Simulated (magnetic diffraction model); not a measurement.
# Ho3GaB: what an assumed order does to the neutron pattern

Space group Pm-3m (no. 221), a = 4.7600 Å.

| site | atom | x | y | z |
| --- | --- | --- | --- | --- |
| 3c | Ho | 1/2 | 1/2 | 0 |
| 1a | Ga | 0 | 0 | 0 |
| 1b | B | 1/2 | 1/2 | 1/2 |

This is a made-up structure (elements placed in a structure type, unrelaxed), so the numbers test the method and describe no known phase.

Only Ho is taken to order (form factors of Ho3+); orders and moment sizes are assumed, and not adapted to the symmetry. Radiation: neutrons of λ = 1.909 Å (absorption by B left out), 8° to 80°; isotropic B of 0.53 Å² (Ho), 0.65 Å² (Ga) and 1.15 Å² (B). The intensities are simulated: I ∝ L Σ (|F_N|² + |F_M⊥|²) for unpolarised neutrons, with F_M = 2.695 fm/μB × Σ f(s) S exp(2πi Q·r) exp(−B s²) at Q = H ± k (one set where k and −k are equivalent), only the part normal to Q counting and L = 1/(sin²θ cos θ). For collinear order S is the moment m, which repeats by lattice and centring translations R with the sign exp(−2πi k·R). Form factors are spin-only for 3d ions and dipole or tabulated for f ions, scattering lengths are Sears's of 1992, and absorption is left out. A label names one of the reflections at its angle. The strongest nuclear line in the range is 100, and lines under 0.2 are left out.

Assume the order k = (0 0 0), collinear moments along [010], 1.89 μB on Ho; signs + at (1/2, 1/2, 0), − at (1/2, 0, 1/2), − at (0, 1/2, 1/2).

Predict the pattern, nuclear and magnetic parts apart.

| 2θ (°) | index | nuclear | magnetic |
| --- | --- | --- | --- |
| 23.14 | (1 0 0) | 10.0 | 21.9 |
| 32.95 | (1 1 0) | 5.6 | 12.2 |
| 40.65 | (1 1 1) | 85.8 | 1.7 |
| 47.29 | (2 0 0) | 95.1 | 0.9 |
| 53.28 | (2 1 0) | 8.1 | 8.9 |
| 58.84 | (2 1 1) | 3.6 | 8.8 |
| 69.11 | (2 2 0) | 100.0 | 0.7 |
| 73.97 | (3 0 0) | 5.8 | 5.1 |
| 78.71 | (3 1 0) | 2.2 | 2.9 |

The strongest magnetic line in the range is (1 0 0) at 23.14° (21.9). On top of the Lorentz factor, which all lines share, magnetic lines fade with angle because f falls: for Ho3+ it is 0.96, 0.85, 0.71 and 0.44 at sin θ/λ = 0.1, 0.2, 0.3 and 0.5 Å⁻¹, while nuclear lengths stay constant. The net moment is 1.89 μB a primitive cell.
